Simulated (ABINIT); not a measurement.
# YAlS3 (Pm-3m): phonons by linear response

How does YAlS3 (Pm-3m) vibrate, and is this structure a minimum?

Calculated with ABINIT 10.8.3; DFT LDA, scalar-relativistic, plane waves, PseudoDojo norm-conserving pseudopotentials.

The structure was built from a prototype and need not be the compound's stable phase.

## Step 1: Set-up

The structure is cubic, space group Pm-3m (No. 221). Conventional cell: a = 4.617 Å, b = 4.617 Å, c = 4.617 Å, α = 90.00°, β = 90.00°, γ = 90.00°. Nearest to Y lie 12 S at 3.26 Å. Al has 6 S at 2.31 Å nearest. S has 2 Al at 2.31 Å and 4 Y at 3.26 Å nearest. Farther neighbours and most contacts between anions are not listed.

## Step 2: A first look

A first run with smearing and empty bands tells whether the crystal has a gap, which decides between fixed occupations and smearing later on.

Input file probe.abi:

```
# ground state
tolvrs 1.0d-08
prtden 1
prtwf 1

# basis, mesh and filling
ecut 30.0
ngkpt 4 4 4
nshiftk 1
shiftk 0.0 0.0 0.0
istwfk *1
occopt 7
tsmear 0.005
nband 24
nstep 100
diemac 9.0
prtebands 0
prtgsr 0
useylm 1

# cell and atoms
acell 8.725243463 8.725243463 8.725243463
rprim 
    1.0 0.0 0.0
    0.0 1.0 0.0
    0.0 0.0 1.0
ntypat 3
znucl 39 13 16
natom 5
typat 1 2 3 3 3
xred 
    0.0 0.0 0.0
    0.5 0.5 0.5
    0.5 0.5 0.0
    0.5 0.0 0.5
    0.0 0.5 0.5
pp_dirpath "./pseudo"
pseudos "Y.upf, Al.upf, S.upf"
```

On the command line:

```bash
> OMP_NUM_THREADS=1 mpirun -n 4 abinit probe.abi > probe.log
```

Numbers of over 12 decimals in the logs are rounded to 6 here.

probe.abo, the main output file:

```text
[banners, grids, parts of the stress and lines that vanish by symmetry left out]
- input  file    -> probe.abi
- output file    -> probe.abo
- root for input  files -> probei
[...]
Symmetries : space group Pm -3 m (#221); Bravais cP (primitive cubic)
[...]
mpw =        5248          nfft =       91125          nkpt =          10
[...]
== DATASET  1 ==================================================================
[...]
cutoff_energies: {ecut:  30.0, pawecutdg:  -1.0, }
[...]
ETOT  1  -76.471171657536    -7.647E+01 5.971E-02 7.122E+02
 ETOT  2  -76.558166556374    -8.699E-02 3.359E-02 2.347E+02
 ETOT  3  -76.605916245121    -4.775E-02 4.565E-03 1.773E+01
 ETOT  4  -76.608525885204    -2.610E-03 8.964E-04 5.112E-01
 ETOT  5  -76.608595626994    -6.974E-05 3.929E-04 1.974E-03
 ETOT  6  -76.608595874824    -2.478E-07 1.144E-04 2.664E-04
 ETOT  7  -76.608595912995    -3.817E-08 2.387E-04 3.202E-06
 ETOT  8  -76.608595913532    -5.369E-10 8.763E-05 6.940E-08
 ETOT  9  -76.608595913546    -1.361E-11 1.971E-04 1.186E-09
 At SCF step    9       vres2   =  1.19E-09 < tolvrs=  1.00E-08 =>converged.
[...]
sigma(1 1)=  1.65480076E-04  sigma(3 2)=  0.00000000E+00
  sigma(2 2)=  1.65480076E-04  sigma(3 1)=  0.00000000E+00
  sigma(3 3)=  1.65480076E-04  sigma(2 1)=  0.00000000E+00
[...]
convergence: {deltae: -1.361E-11, res2:  1.186E-09, residm:  1.971E-04, diffor: null, }
etotal    :  -7.66085959E+01
[...]
sigma(1 1)=  1.65480076E-04  sigma(3 2)=  0.00000000E+00
  sigma(2 2)=  1.65480076E-04  sigma(3 1)=  0.00000000E+00
  sigma(3 3)=  1.65480076E-04  sigma(2 1)=  0.00000000E+00
[...]
- sigma(1 1)=  4.86859191E+00  sigma(3 2)=  0.00000000E+00
- sigma(2 2)=  4.86859191E+00  sigma(3 1)=  0.00000000E+00
- sigma(3 3)=  4.86859191E+00  sigma(2 1)=  0.00000000E+00
[...]
fcart     -0.0000000000E+00 -0.0000000000E+00 -0.0000000000E+00
           strten      1.6548007551E-04  1.6548007551E-04  1.6548007551E-04
================================================================================

[key lines of the parts left out:]
pressure_GPa:  -4.8686E+00
```

Run time: 18 s. Hardware: 4 MPI ranks of Arm Neoverse V1, shared host; 71 s of CPU time.

Read from the output:

- volume per atom: 19.69 Å³
- pressure: -4.869 GPa
- gap on the k-mesh: 0 eV

No gap opens on this mesh, so smearing is kept; the printed pressure holds the stress of the finite basis too.

## Step 3: Rough relaxation

The typed start is rough, so a first relaxation with smearing and loose thresholds takes it towards rest cheaply.

Input file prerelax.abi:

```
# relaxation
ionmov 2
optcell 2
dilatmx 1.15
chkdilatmx 0
ntime 40
tolmxf 3.0d-04
tolvrs 1.0d-10
prtwf 0
prtden 0
chksymtnons 0

# basis, mesh and filling
ecut 31.0
ecutsm 3.0
ngkpt 4 4 4
nshiftk 1
shiftk 0.0 0.0 0.0
istwfk *1
occopt 7
tsmear 0.005
nband 24
nstep 100
diemac 1000000.0
prtebands 0
prtgsr 0
useylm 1

# cell and atoms
acell 8.725243463 8.725243463 8.725243463
rprim 
    1.0 0.0 0.0
    0.0 1.0 0.0
    0.0 0.0 1.0
ntypat 3
znucl 39 13 16
natom 5
typat 1 2 3 3 3
xred 
    0.0 0.0 0.0
    0.5 0.5 0.5
    0.5 0.5 0.0
    0.5 0.0 0.5
    0.0 0.5 0.5
pp_dirpath "./pseudo"
pseudos "Y.upf, Al.upf, S.upf"
```

On the command line:

```bash
> OMP_NUM_THREADS=1 mpirun -n 4 abinit prerelax.abi > prerelax.log
```

prerelax.abo, the main output file:

```text
[banners, grids, parts of the stress and lines that vanish by symmetry left out]
- input  file    -> prerelax.abi
- output file    -> prerelax.abo
- root for input  files -> prerelaxi
[...]
Symmetries : space group Pm -3 m (#221); Bravais cP (primitive cubic)
[...]
mpw =        8385          nfft =      157464          nkpt =          10
[...]
== DATASET  1 ==================================================================
[...]
cutoff_energies: {ecut:  31.0, pawecutdg:  -1.0, }
[...]
ETOT  1  -76.473048960206    -7.647E+01 4.219E-02 1.211E+03
 ETOT  2  -76.587728757774    -1.147E-01 5.165E-02 1.383E+02
 ETOT  3  -76.606847935084    -1.912E-02 2.596E-02 1.870E+01
 ETOT  4  -76.608349085892    -1.501E-03 2.421E-03 1.572E+00
 ETOT  5  -76.608482716062    -1.336E-04 1.164E-03 1.010E-02
[...]
At SCF step   10       vres2   =  3.58E-11 < tolvrs=  1.00E-10 =>converged.
[...]
ETOT  7  -76.611326242629     3.197E-12 8.472E-06 8.220E-11
 At SCF step    7       vres2   =  8.22E-11 < tolvrs=  1.00E-10 =>converged.
[...]
sigma(1 1)=  4.42559806E-07  sigma(3 2)=  0.00000000E+00
  sigma(2 2)=  4.42559806E-07  sigma(3 1)=  0.00000000E+00
  sigma(3 3)=  4.42559806E-07  sigma(2 1)=  0.00000000E+00
[...]
convergence: {deltae:  3.197E-12, res2:  8.220E-11, residm:  8.472E-06, diffor: null, }
etotal    :  -7.66113262E+01
[...]
At Broyd/MD step   4, gradients are converged :
[...]
sigma(1 1)=  4.42559806E-07  sigma(3 2)=  0.00000000E+00
  sigma(2 2)=  4.42559806E-07  sigma(3 1)=  0.00000000E+00
  sigma(3 3)=  4.42559806E-07  sigma(2 1)=  0.00000000E+00
[...]
- sigma(1 1)=  1.30205590E-02  sigma(3 2)=  0.00000000E+00
- sigma(2 2)=  1.30205590E-02  sigma(3 1)=  0.00000000E+00
- sigma(3 3)=  1.30205590E-02  sigma(2 1)=  0.00000000E+00
[...]
fcart     -0.0000000000E+00 -0.0000000000E+00 -0.0000000000E+00
           strten      4.4255980608E-07  4.4255980608E-07  4.4255980607E-07
================================================================================

[key lines of the parts left out:]
pressure_GPa:  -1.3021E-02
Total energy (etotal) [Ha]= -7.66113262426294E+01
```

Elapsed: 91 s, on 4 MPI ranks.

Relaxation path:

| step | energy less that of the first step (eV) | largest force (eV/Å) | volume (Å³) |
| --- | --- | --- | --- |
| 1 | 0.0000 | 0.0000 | 98.43 |
| 2 | -0.0357 | 0.0000 | 97.04 |
| 3 | -0.0771 | 0.0000 | 93.10 |
| 4 | -0.0774 | 0.0000 | 93.36 |

| conventional cell, symmetrised | before | after | change |
| --- | --- | --- | --- |
| a (Å) | 4.617 | 4.537 | -1.7 % |
| b (Å) | 4.617 | 4.537 | -1.7 % |
| c (Å) | 4.617 | 4.537 | -1.7 % |
| volume (Å³/atom) | 19.69 | 18.67 | -5.2 % |

Read from the output:

- volume per atom: 18.67 Å³
- pressure: -0.01302 GPa

The volume changes by -5.2 % in this run and stands -5.2 % from the first cell.

## Step 4: Relaxation

The harmonic expansion needs vanishing forces, and a free crystal bears no stress, so cell and atoms are brought to rest. Stress is more sensitive to the basis than forces are: the last 3 Ha under the cutoff are smoothed with ecutsm, and the cutoff is raised above that of the later runs.

Input file relax.abi:

```
# relaxation
ionmov 2
optcell 2
dilatmx 1.08
ntime 40
tolmxf 1.0d-05
tolvrs 1.0d-14
prtwf 0
prtden 0
chksymtnons 0

# basis, mesh and filling
ecut 38.0
ecutsm 3.0
ngkpt 6 6 6
nshiftk 1
shiftk 0.0 0.0 0.0
istwfk *1
occopt 7
tsmear 0.01
nband 24
nstep 100
diemac 1000000.0
prtebands 0
prtgsr 0
useylm 1

# cell and atoms
acell 8.572785982 8.572785982 8.572785982
rprim 
    1.0 0.0 0.0
    0.0 1.0 0.0
    0.0 0.0 1.0
ntypat 3
znucl 39 13 16
natom 5
typat 1 2 3 3 3
xred 
    0.0 0.0 0.0
    0.5 0.5 0.5
    0.5 0.5 0.0
    0.5 0.0 0.5
    0.0 0.5 0.5
pp_dirpath "./pseudo"
pseudos "Y.upf, Al.upf, S.upf"
```

On the command line:

```bash
> OMP_NUM_THREADS=1 mpirun -n 4 abinit relax.abi > relax.log
```

relax.abo, the main output file:

```text
[banners, grids, parts of the stress and lines that vanish by symmetry left out]
- input  file    -> relax.abi
- output file    -> relax.abo
- root for input  files -> relaxi
[...]
Symmetries : space group Pm -3 m (#221); Bravais cP (primitive cubic)
[...]
mpw =        9008          nfft =      157464          nkpt =          20
[...]
== DATASET  1 ==================================================================
[...]
cutoff_energies: {ecut:  38.0, pawecutdg:  -1.0, }
[...]
ETOT  1  -76.484091857825    -7.648E+01 5.792E-02 1.168E+03
 ETOT  2  -76.593138241304    -1.090E-01 3.128E-02 1.345E+02
 ETOT  3  -76.611183146675    -1.804E-02 3.397E-03 1.564E+01
 ETOT  4  -76.612308768337    -1.126E-03 2.826E-03 1.390E+00
 ETOT  5  -76.612418822774    -1.101E-04 3.074E-03 9.339E-04
[...]
At SCF step   12       vres2   =  1.54E-15 < tolvrs=  1.00E-14 =>converged.
[...]
sigma(1 1)=  1.87231605E-06  sigma(3 2)=  0.00000000E+00
  sigma(2 2)=  1.87231605E-06  sigma(3 1)=  0.00000000E+00
  sigma(3 3)=  1.87231605E-06  sigma(2 1)=  0.00000000E+00
[...]
convergence: {deltae: -4.931E-12, res2:  1.543E-15, residm:  1.457E-04, diffor: null, }
etotal    :  -7.66124189E+01
[...]
ETOT  1  -76.612418990855    -7.661E+01 4.684E-05 1.554E-03
[...]
At SCF step    9       vres2   =  2.50E-17 < tolvrs=  1.00E-14 =>converged.
[...]
sigma(1 1)=  1.31374710E-06  sigma(3 2)=  0.00000000E+00
  sigma(2 2)=  1.31374710E-06  sigma(3 1)=  0.00000000E+00
  sigma(3 3)=  1.31374710E-06  sigma(2 1)=  0.00000000E+00
[...]
convergence: {deltae: -3.268E-13, res2:  2.495E-17, residm:  2.330E-06, diffor: null, }
etotal    :  -7.66124191E+01
[...]
ETOT  1  -76.612418620702    -7.661E+01 1.352E-06 8.592E-03
[...]
ETOT  8  -76.612419272219    -2.544E-12 8.135E-07 6.801E-14
 ETOT  9  -76.612419272217     1.734E-12 1.032E-06 1.437E-16
 At SCF step    9       vres2   =  1.44E-16 < tolvrs=  1.00E-14 =>converged.
[...]
sigma(1 1)= -9.15343636E-10  sigma(3 2)=  0.00000000E+00
  sigma(2 2)= -9.15343636E-10  sigma(3 1)=  0.00000000E+00
  sigma(3 3)= -9.15343634E-10  sigma(2 1)=  0.00000000E+00
[...]
convergence: {deltae:  1.734E-12, res2:  1.437E-16, residm:  1.032E-06, diffor: null, }
etotal    :  -7.66124193E+01
[...]
At Broyd/MD step   3, gradients are converged :
[...]
sigma(1 1)= -9.15343636E-10  sigma(3 2)=  0.00000000E+00
  sigma(2 2)= -9.15343636E-10  sigma(3 1)=  0.00000000E+00
  sigma(3 3)= -9.15343634E-10  sigma(2 1)=  0.00000000E+00
[...]
- sigma(1 1)= -2.69303395E-05  sigma(3 2)=  0.00000000E+00
- sigma(2 2)= -2.69303395E-05  sigma(3 1)=  0.00000000E+00
- sigma(3 3)= -2.69303395E-05  sigma(2 1)=  0.00000000E+00
[...]
fcart     -0.0000000000E+00 -0.0000000000E+00 -0.0000000000E+00
           strten     -9.1534363639E-10 -9.1534363552E-10 -9.1534363379E-10
================================================================================

[key lines of the parts left out:]
pressure_GPa:   2.6930E-05
Total energy (etotal) [Ha]= -7.66124192722174E+01
```

It took 2.2 min on 4 MPI ranks; 8.8 min of CPU time.

Little changed from the start: no atom moved by 0.005 Å and no cell edge by 0.1 %.

This step gave:

```
volume per atom : 18.66 Å³
pressure        : 2.69e-5 GPa
```

The volume changes by -0.1 % in this run and stands -5.2 % from the first cell.

## Step 5: Self-consistent run for the response

First-order wavefunctions inherit every error of the ground state, hence the very tight tolvrs. Smearing stays on, as the first look found no gap above 0.3 eV.

Input file gs.abi:

```
# ground state
tolvrs 1.0d-16
prtden 1
prtwf 1

# basis, mesh and filling
ecut 30.0
ngkpt 6 6 6
nshiftk 1
shiftk 0.0 0.0 0.0
istwfk *1
occopt 7
tsmear 0.01
nband 24
nstep 100
diemac 1000000.0
prtebands 0
prtgsr 0
useylm 1

# cell and atoms
acell 8.571172542 8.571172542 8.571172542
rprim 
    1.0 0.0 0.0
    0.0 1.0 0.0
    0.0 0.0 1.0
ntypat 3
znucl 39 13 16
natom 5
typat 1 2 3 3 3
xred 
    0.0 0.0 0.0
    0.5 0.5 0.5
    0.5 0.5 0.0
    0.5 0.0 0.5
    0.0 0.5 0.5
pp_dirpath "./pseudo"
pseudos "Y.upf, Al.upf, S.upf"
```

On the command line:

```bash
> OMP_NUM_THREADS=1 mpirun -n 4 abinit gs.abi > gs.log
```

gs.abo, the main output file:

```text
[banners, grids, parts of the stress and lines that vanish by symmetry left out]
- input  file    -> gs.abi
- output file    -> gs.abo
- root for input  files -> gsi
[...]
Symmetries : space group Pm -3 m (#221); Bravais cP (primitive cubic)
[...]
mpw =        4972          nfft =       91125          nkpt =          20
[...]
== DATASET  1 ==================================================================
[...]
cutoff_energies: {ecut:  30.0, pawecutdg:  -1.0, }
[...]
ETOT  1  -76.485619960181    -7.649E+01 4.909E-02 6.819E+02
 ETOT  2  -76.593097365203    -1.075E-01 1.763E-02 7.714E+01
 ETOT  3  -76.610721412957    -1.762E-02 1.495E-02 8.846E+00
 ETOT  4  -76.611861057251    -1.140E-03 4.101E-03 6.533E-01
 ETOT  5  -76.611952796775    -9.174E-05 1.189E-03 4.251E-04
[...]
ETOT 12  -76.611952867902    -1.975E-12 1.020E-04 3.988E-16
 ETOT 13  -76.611952867897     4.107E-12 1.511E-04 2.680E-18
 At SCF step   13       vres2   =  2.68E-18 < tolvrs=  1.00E-16 =>converged.
[...]
sigma(1 1)=  7.43156790E-06  sigma(3 2)=  0.00000000E+00
  sigma(2 2)=  7.43156790E-06  sigma(3 1)=  0.00000000E+00
  sigma(3 3)=  7.43156790E-06  sigma(2 1)=  0.00000000E+00
[...]
convergence: {deltae:  4.107E-12, res2:  2.680E-18, residm:  1.511E-04, diffor: null, }
etotal    :  -7.66119529E+01
[...]
sigma(1 1)=  7.43156790E-06  sigma(3 2)=  0.00000000E+00
  sigma(2 2)=  7.43156790E-06  sigma(3 1)=  0.00000000E+00
  sigma(3 3)=  7.43156790E-06  sigma(2 1)=  0.00000000E+00
[...]
- sigma(1 1)=  2.18644276E-01  sigma(3 2)=  0.00000000E+00
- sigma(2 2)=  2.18644276E-01  sigma(3 1)=  0.00000000E+00
- sigma(3 3)=  2.18644276E-01  sigma(2 1)=  0.00000000E+00
[...]
fcart     -0.0000000000E+00 -0.0000000000E+00 -0.0000000000E+00
           strten      7.4315678973E-06  7.4315678973E-06  7.4315678973E-06
================================================================================

[key lines of the parts left out:]
pressure_GPa:  -2.1864E-01
```

Run time: 34 s. Hardware: 4 MPI ranks; 2.3 min of CPU time.

Read from the output:

```yaml
pressure: -0.2186 GPa
```

The cell stands at -0.22 GPa: the relaxation ran with a smoothed and higher cutoff, and the difference is a stress of the finite basis.

[end of part 1 of 6]

[Host names and launcher messages were left out of these logs when they were recorded.]

[Logs are printed without paths, hosts, clocks, repeated set-up lines and the standing remarks that a program may print on its own settings, such as how far it seeks lower states.]

[Hosts, paths, dates, database ids (printed as entryN), source tags and the programs' standing remarks are cut or masked in the printed files.]
